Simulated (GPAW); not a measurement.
Entries from a set of simulations; values are calculated unless marked as measured.

```xyz
5
Lattice="5.949 0.000 0.000 0.000 5.949 0.000 0.000 0.000 5.949" Properties=species:S:1:pos:R:3 pbc="T T T" subject="A GW chain in GPAW: CsPbBr3 (Pm-3m)" method="DFT, LDA, plane waves, PAW (and 1 further level or step)" program="GPAW 26.7.0" settings="cutoff 450 eV, GPAW PAW setups 1.2.1 data release, 4×4×4 k-mesh, nbands 352" cost="3 runs, 8.3 min in all on 4 MPI ranks of Intel Xeon Platinum 8559C (Emerald Rapids), shared host" notes="The cell and positions are those that the Materials Project relaxed with its own functionals (PBE, PBE+U or r2SCAN), kept fixed. Limits: no spin-orbit coupling. The calculation has static nuclei and no excitons; a measured gap holds zero-point and thermal motion, which in such lone-pair compounds can raise it as well as lower it. With atoms this heavy the missing spin-orbit coupling may be the largest error." lda_gap="1.48 eV, direct" g0w0_gap_on_the_mesh="2.37 eV" gw_settings="4×4×4 mesh, 342 bands, screening to 80 eV, Godby-Needs plasmon pole" known_limits="short of the basis limit; no spin-orbit coupling"
Cs    0.000    0.000    0.000
Pb    2.974    2.974    2.974
Br    2.974    2.974    0.000
Br    2.974    0.000    2.974
Br    0.000    2.974    2.974
```

[Long decimals in the printed logs are rounded to 6 places.]

[Logs are printed without paths, hosts, clocks, repeated set-up lines and the standing remarks that a program may print on its own settings, such as how far it seeks lower states.]

[Paths, hosts, dates, memory and timing lines, banners, echoed tables and standing remarks are left out of the program output; an Ansatz launch command may be rebuilt from the run's recorded settings. Measured values are a selection of at most five: reports struck by readers or far from the other reports are left out. None is set beside runs whose start may be inverted or whose files or cutoffs have a known fault.]

[Runs of the session that timed out or met a known fault of the program may be left out.]

[Hosts, paths, dates, database ids (printed as entryN), source tags and the programs' standing remarks are cut or masked in the printed files.]

[Where the starting crystal was built by hand or by swapping elements, it need not be the compound's stable phase.]
